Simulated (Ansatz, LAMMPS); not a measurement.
# Molecular dynamics of glassy 58SiO2-12Al2O3-15Na2O-15K2O (mol %) (84 atoms)

Wanted: a short trajectory of glassy 58SiO2-12Al2O3-15Na2O-15K2O (mol %) (84 atoms) with its pair distributions.

Method: Kohn-Sham DFT, PBEsol, PAW (set soft_2), plane waves, in Ansatz 0.2.0.

### Step 1. The starting structure

The cell holds 84 atoms: 15 Si, 6 Al, 8 Na, 8 K and 47 O. Cell: a = 10.534 Å, b = 10.534 Å, c = 10.534 Å, α = 90.0°, β = 90.0°, γ = 90.0°. 84 atoms (15 Si, 6 Al, 8 Na, 8 K, 47 O) placed at random at 2.53 g/cm³, melted at 4000 K for 10 ps at fixed volume with the Morse and Coulomb pair potential with partial charges (Pedone, Malavasi, Menziani, Cormack and Segre, J. Phys. Chem. B 110, 11780 (2006)). Quenched from 4000 K to 300 K at 30 K/ps and fixed volume, held 10 ps at zero pressure.

Limits known from the start: The quench rate of 30 K/ps far exceeds what a furnace or splat quench reaches, so expect more defects and frozen-in strain than in a real sample. The starting topology of bonds comes from the classical model, and needn't be the one that DFT or experiment would give. Sampling is at Γ alone, for a cell whose shortest periodic width is 11 Å.

### Step 2. Dynamics at 900 K

A Nosé–Hoover thermostat steers the temperature while disturbing the dynamics little. The time step is 1.0 fs.

input.yaml

```yaml
crystal:
  lattice:
    - [10.53397, 0.0, 0.0]
    - [0.0, 10.53397, 0.0]
    - [0.0, 0.0, 10.53397]
  atoms:
    - { symbol: Si, position: [0.74929, 0.85349, 0.48258] }
    - { symbol: Si, position: [0.60174, 0.52035, 0.30415] }
    - { symbol: Si, position: [0.14741, 0.91141, 0.78771] }
    - { symbol: Si, position: [0.16019, 0.15241, 0.61261] }
    [... 74 atom lines left out ...]
    - { symbol: O, position: [0.79954, 0.37911, 0.62472] }
    - { symbol: O, position: [0.77378, 0.09902, 0.98106] }
    - { symbol: O, position: [0.76315, 0.56606, 0.76969] }
    - { symbol: O, position: [0.18619, 0.40238, 0.95212] }
    - { symbol: O, position: [0.18438, 0.01603, 0.67904] }
    - { symbol: O, position: [0.28689, 0.7363, 0.28885] }
kpoints:
  mp_grid: { grid: [1, 1, 1] }
hamiltonian:
  xc: pbesol
scf:
  occupations: { method: fermi_dirac, width: 0.05 }
output:
  forces: true
md:
  timestep: 1.0
  n_steps: 250
  ensemble: nvt_nose_hoover
  temperature: 900
  initial_velocities: maxwell_boltzmann
  seed: 2184
```

Started as:

```console
ansatz run input.yaml --threads 4 --pin off --max-ram 8192MiB --backend cpu --events-out ev --progress --plain --runs-dir out
```

It took 9.2 min on 4 threads of AMD EPYC 9R45, shared host; peak memory 1.6 GiB.

The program notes that it switched symmetry off.

Rows from the run:

```csv
time (fs),T (K),potential (meV/atom),conserved (meV/atom)
0.0,900,0.0,0.00
17.0,845,7.1,0.03
33.0,695,26.7,0.08
50.0,827,11.4,0.07
67.0,760,22.1,0.06
83.0,889,8.6,0.05
100.0,770,27.2,0.08
117.0,874,18.0,0.07
133.0,851,25.1,0.09
150.0,888,24.5,0.08
167.0,920,24.0,0.02
183.0,767,46.3,0.13
200.0,914,30.1,0.09
217.0,954,26.8,0.08
233.0,896,35.0,0.10
250.0,976,25.3,0.06
```

Mean square displacement from the first frame to the last: Si 0.11 Å², Al 0.081 Å², Na 0.26 Å², K 0.46 Å², O 0.18 Å².

Mean square displacement against time lag:

```csv
time lag (fs),Al (Å²),K (Å²),Na (Å²),O (Å²),Si (Å²)
1.0,1.0e-4,5.1e-5,9.0e-5,1.3e-4,8.0e-5
11.0,0.0111,0.00615,0.0107,0.0138,0.00827
16.0,0.0211,0.0129,0.0222,0.0258,0.0148
26.0,0.0417,0.0335,0.0553,0.0499,0.0258
37.0,0.0565,0.0656,0.103,0.0736,0.0338
47.0,0.0639,0.101,0.150,0.0921,0.0403
52.0,0.0673,0.121,0.173,0.0989,0.0432
63.0,0.0768,0.166,0.221,0.109,0.0491
73.0,0.0871,0.208,0.257,0.119,0.0559
78.0,0.0916,0.228,0.272,0.126,0.0595
88.0,0.0981,0.267,0.295,0.139,0.0652
99.0,0.103,0.305,0.312,0.153,0.0697
109.0,0.109,0.335,0.322,0.166,0.0745
114.0,0.113,0.348,0.326,0.172,0.0769
125.0,0.122,0.373,0.334,0.181,0.0819
```

Over the second half of 250 fs the temperature averages 901 K with swings of 49 K r.m.s. The conserved energy stays within 0.14 meV/atom. From first frame to last K has the largest mean square displacement, 0.46 Å² at the end; the farthest move is 1.20 Å. The run spans 0.25 ps, too short for its means to be equilibrium values.

### Step 3. Structure statistics late in the run

The g(r) is a mean over the second half; what follows it is taken at the last frame.

Density 2.60 g/cm³, 13.92 Å³ an atom.

Mean of 14 frames. Pair distribution functions g(r), in bins of 0.2 Å:

```csv
r (Å),total,O-O,O-Si,O-K,O-Na,O-Al,Si-Si
1.40,0.02,0.00,0.11,0.00,0.00,0.00,0.00
1.60,2.50,0.00,11.44,0.00,0.00,2.53,0.00
1.80,1.35,0.00,3.04,0.00,0.00,9.30,0.00
2.00,0.11,0.00,0.00,0.00,0.47,0.80,0.00
2.20,0.30,0.00,0.00,0.04,2.71,0.07,0.00
2.40,0.49,0.42,0.00,0.85,2.37,0.04,0.00
2.60,1.43,3.06,0.00,2.06,1.96,0.05,0.04
2.80,1.47,2.92,0.04,2.21,1.29,0.09,0.73
3.00,0.97,1.09,0.10,1.50,0.71,0.13,2.51
3.20,0.94,0.64,0.41,1.18,0.51,0.55,3.29
3.40,0.94,0.70,0.77,1.07,0.73,0.78,0.71
3.60,0.90,0.57,1.14,0.78,0.76,1.04,0.00
3.80,0.97,0.72,1.35,0.63,0.81,1.29,0.04
4.00,1.08,0.74,1.60,0.74,1.11,1.67,0.66
4.20,1.17,0.78,1.84,0.92,1.29,1.75,0.70
4.40,1.11,0.90,1.36,1.00,1.37,1.64,1.17
4.60,0.99,0.96,0.94,1.21,1.35,0.95,0.79
4.80,0.94,1.15,0.62,1.21,1.23,0.70,0.66
5.00,0.99,1.36,0.62,1.17,0.94,0.69,0.87
5.20,0.97,1.26,0.67,1.24,0.75,0.77,1.18
```

Bonds by pair of elements; cutoffs follow the first minimum of g(r), held within bounds set by covalent radii, and pairs that aren't listed don't count as bonded:

```csv
pair A-B,cutoff (Å),bonds,mean length (Å),spread (Å),shortest (Å),B about A,A about B
O-Si,2.16,60,1.65,0.07,1.51,1.28,4
O-K,3.58,63,2.96,0.362,2.41,1.34,7.88
O-Na,3.09,49,2.55,0.276,2.01,1.04,6.12
O-Al,2.19,24,1.79,0.083,1.67,0.511,4
```

The cutoff for O-K falls short of the minimum of g(r), so counts run low and odd coordinations can be artefacts.

How many atoms have how many bonded neighbours:

```csv
element,mean,2,3,4,5,6,7,8,9
Al,4,0,0,6,0,0,0,0,0
K,7.88,0,0,0,0,1,2,2,3
Na,6.12,0,0,1,1,3,2,1,0
O,4.17,2,6,23,14,2,0,0,0
Si,4,0,0,15,0,0,0,0,0
```

Bond angles, per cent of each kind in bins of 5°:

```csv
angle (°),O-Na-O,O-Si-O,K-O-Si,Na-O-Si
45–50,0.8,0.0,0.0,0.0
50–55,2.3,0.0,0.0,0.0
55–60,6.1,0.0,0.0,0.0
60–65,8.4,0.0,0.0,0.0
65–70,4.6,0.0,1.4,1.6
70–75,4.6,0.0,5.5,7.8
75–80,5.3,0.0,2.7,0.0
80–85,4.6,0.0,2.7,4.7
85–90,3.8,0.0,9.6,15.6
90–95,4.6,2.2,12.3,9.4
95–100,3.8,7.8,11.0,10.9
100–105,3.8,22.2,6.9,1.6
105–110,7.6,31.1,9.6,10.9
110–115,6.9,16.7,8.2,7.8
115–120,7.6,10.0,6.9,6.2
120–125,3.0,5.6,5.5,3.1
125–130,2.3,3.3,2.7,3.1
130–135,5.3,1.1,5.5,4.7
135–140,3.8,0.0,4.1,0.0
140–145,0.8,0.0,2.7,1.6
145–150,2.3,0.0,2.7,6.2
150–155,3.0,0.0,0.0,3.1
155–160,0.0,0.0,0.0,0.0
160–165,2.3,0.0,0.0,0.0
165–170,2.3,0.0,0.0,1.6
```

Bond angles (no mean is given where the spread exceeds 20°):

```csv
angle,count,mean (°),spread (°)
O-Na-O,131,-,-
O-Si-O,90,109,8
K-O-Si,73,106,19.7
Na-O-Si,64,-,-
```

Oxygen atoms by the number of network formers (Si, P, Ge, B, Al, As, Ga) bound to them:

```csv
network formers bound to O,O atoms,per cent
0,0,0
1,10,21.3
2,37,78.7
```

Network units: each former by its oxygen neighbours and how many of them bridge to another former:

```csv
former,O neighbours,bridging O,atoms
Si,4,3,9
Si,4,4,6
Al,4,3,1
Al,4,4,5
```

Bond length by coordination (bonds to H left out):

```csv
element,coordination,atoms,mean bond length (Å)
K,6,1,2.95
K,7,2,2.93
K,8,2,2.98
K,9,3,2.97
Na,4,1,2.58
Na,5,1,2.40
Na,6,3,2.57
Na,7,2,2.53
Na,8,1,2.64
O,2,2,1.69
O,3,6,1.98
O,4,23,2.28
O,5,14,2.43
O,6,2,2.65
```

Rings of the network by King's shortest-path rule, up to 12 atoms, one path for each pair of neighbours; H, halogens, alkali and alkaline-earth atoms are left out, and the last column divides by all other atoms, bonded or not:

```csv
ring size (atoms),rings,per network atom
6,1,0.015
8,3,0.044
10,3,0.044
12,8,0.118
```

79 % of the oxygens bridge two formers (Si and Al) and 21 % are non-bridging. The commonest Si unit has 4 oxygens, 3 of them shared with other formers (9 of 15 atoms). Rings of 12 atoms are the most common (53 % of those counted); sizes run from 6 to 12, where the search stops.

### Step 4. Single point at the last frame

The last frame is solved once more, with the analyses that the dynamics left out.

input.yaml

```yaml
crystal:
  lattice:
    - [10.53397, 0.0, 0.0]
    - [0.0, 10.53397, 0.0]
    - [0.0, 0.0, 10.53397]
  atoms:
    - { symbol: Si, position: [0.72225, 0.85367, 0.49634] }
    - { symbol: Si, position: [0.58119, 0.53574, 0.29789] }
    - { symbol: Si, position: [0.14984, 0.89797, 0.77393] }
    - { symbol: Si, position: [0.16468, 0.1693, 0.60641] }
    [... 74 atom lines left out ...]
    - { symbol: O, position: [0.78426, 0.3976, 0.61301] }
    - { symbol: O, position: [0.8081, 0.08274, 0.98453] }
    - { symbol: O, position: [0.73529, 0.54227, 0.81696] }
    - { symbol: O, position: [0.17339, 0.41507, 0.94608] }
    - { symbol: O, position: [0.1721, 0.00633, 0.65055] }
    - { symbol: O, position: [0.24493, 0.72707, 0.32889] }
kpoints:
  mp_grid: { grid: [1, 1, 1] }
hamiltonian:
  xc: pbesol
scf:
  occupations: { method: fermi_dirac, width: 0.05 }
output:
  forces: true
  stress: true
  populations: true
  dos:
    method: { smearing: { sigma: 0.1 } }
    de: 0.1
    projected: { site_lists: { Al: [Al], K: [K], Na: [Na], O: [O], Si: [Si] } }
  eigenvalues: true
  write_density: true
  write_potential: true
  volumetric_format: npy
  elf: true
```

Elapsed: 6.8 s, on 4 threads; peak memory 1.5 GiB; 24 s of CPU time.

The run gave:

| Property | Result |
| --- | --- |
| free energy | -62851.6300 eV |
| free energy per atom | -748.2337 eV/atom |
| SCF cycles | 10 |
| pressure | 0.06336 GPa |
| r.m.s. force component | 1.262 eV/Å |
| longest force | 6.583 eV/Å |
| Fermi energy | 5.754 eV |
| gap (highest filled to lowest empty level) | 2.803 eV |
| spilling of the projection | 0.009871 |

Length of the force by element:

```csv
element,coordination,atoms,mean length of the force (eV/Å),spread,least,most
Al,all,6,2.46,0.728,1.71,3.81
K,all,8,0.694,0.379,0.200,1.46
Na,all,8,0.713,0.317,0.290,1.34
O,all,47,1.75,0.904,0.265,4.18
Si,all,15,3.06,1.41,0.450,6.58
```

Löwdin charges by element (they lack the spilled electrons, 0.059 e an atom on average):

```csv
element,coordination,atoms,mean charge (e),spread,least,most
Al,all,6,1.23,0.0358,1.18,1.28
K,all,8,0.880,0.0058,0.871,0.888
Na,all,8,0.815,0.0121,0.789,0.834
O,all,47,-0.854,0.0655,-1.08,-0.754
Si,all,15,1.61,0.047,1.55,1.72
```

States in the cell by windows of 1 eV, zero at the Fermi level; the larger projections on atomic orbitals stand beside the total:

```csv
from (eV),to (eV),total,O p,Si p,K p
-14,-13,19.6,0.3,0.1,19.0
-13,-12,24.7,0.4,0.1,24.0
-12,-11,4.0,2.6,0.2,0.0
-11,-10,7.3,4.9,0.6,0.0
-10,-9,10.7,7.4,1.1,0.0
-9,-8,10.1,7.4,1.3,0.0
-8,-7,22.9,17.2,2.9,0.1
-7,-6,30.2,23.8,3.1,0.1
-6,-5,41.9,35.1,2.3,0.1
-5,-4,53.2,48.0,1.4,0.2
-4,-3,49.9,46.4,1.0,0.1
-3,-2,42.9,40.4,0.7,0.1
-2,-1,9.1,8.5,0.1,0.0
-1,1,0.0,0.0,0.0,0.0
1,2,2.0,0.1,0.0,0.0
2,3,2.5,0.3,0.4,0.0
3,4,11.8,1.7,1.5,0.0
4,5,24.6,3.0,4.7,0.0
```

Between -26 and -14 eV lie 146 more states.

The stored curve holds about 472 of the 504 electrons; the rest, give or take the few that broadening carries across the Fermi level, lie in deeper levels below its range.

The levels nearest the highest filled one (over half full), pooled over k-points and spins:

```csv
level less the highest filled one (eV),occupation
-0.696,2
-0.655,2
-0.501,2
-0.420,2
-0.118,2
0,2
2.80,0
4.24,0
4.41,0
4.58,0
4.68,0
4.95,0
```

Mean Löwdin charges: Al +1.23, K +0.88, Na +0.82, O -0.85, Si +1.61 e (they miss 0.99 % of the electrons, so they add up to more than the cell's charge).

### Step 5. Outcome

```json
{
  "mean temperature, second half": "901.1 K",
  "temperature swing, second half": "48.85 K",
  "slope of the conserved energy against time, by least squares": "0.2491 meV/atom/ps",
  "free energy per atom": "-748.2337 eV/atom",
  "pressure": "0.06336 GPa",
  "r.m.s. force component": "1.262 eV/Å",
  "gap (highest filled to lowest empty level)": "2.803 eV",
  "wall time of the 2 DFT runs": "9.3 min"
}
```

In words: Over the second half of 250 fs the temperature averages 901 K with swings of 49 K r.m.s. The conserved energy stays within 0.14 meV/atom. The run spans 0.25 ps, too short for its means to be equilibrium values. 79 % of the oxygens bridge two formers (Si and Al) and 21 % are non-bridging. The highest filled and lowest empty levels differ by 2.80 eV (at Γ alone); a semilocal functional tends to put such gaps too low. In a disordered cell it changes from sample to sample, and tail or defect levels can set it.

What to keep in mind: The pressure of a single frame lacks the kinetic term, about 0.89 GPa here.

[Logs are printed without paths, hosts, clocks, repeated set-up lines and the standing remarks that a program may print on its own settings, such as how far it seeks lower states.]

[Hosts, paths, dates, database ids (printed as entryN), source tags and the programs' standing remarks are cut or masked in the printed files.]
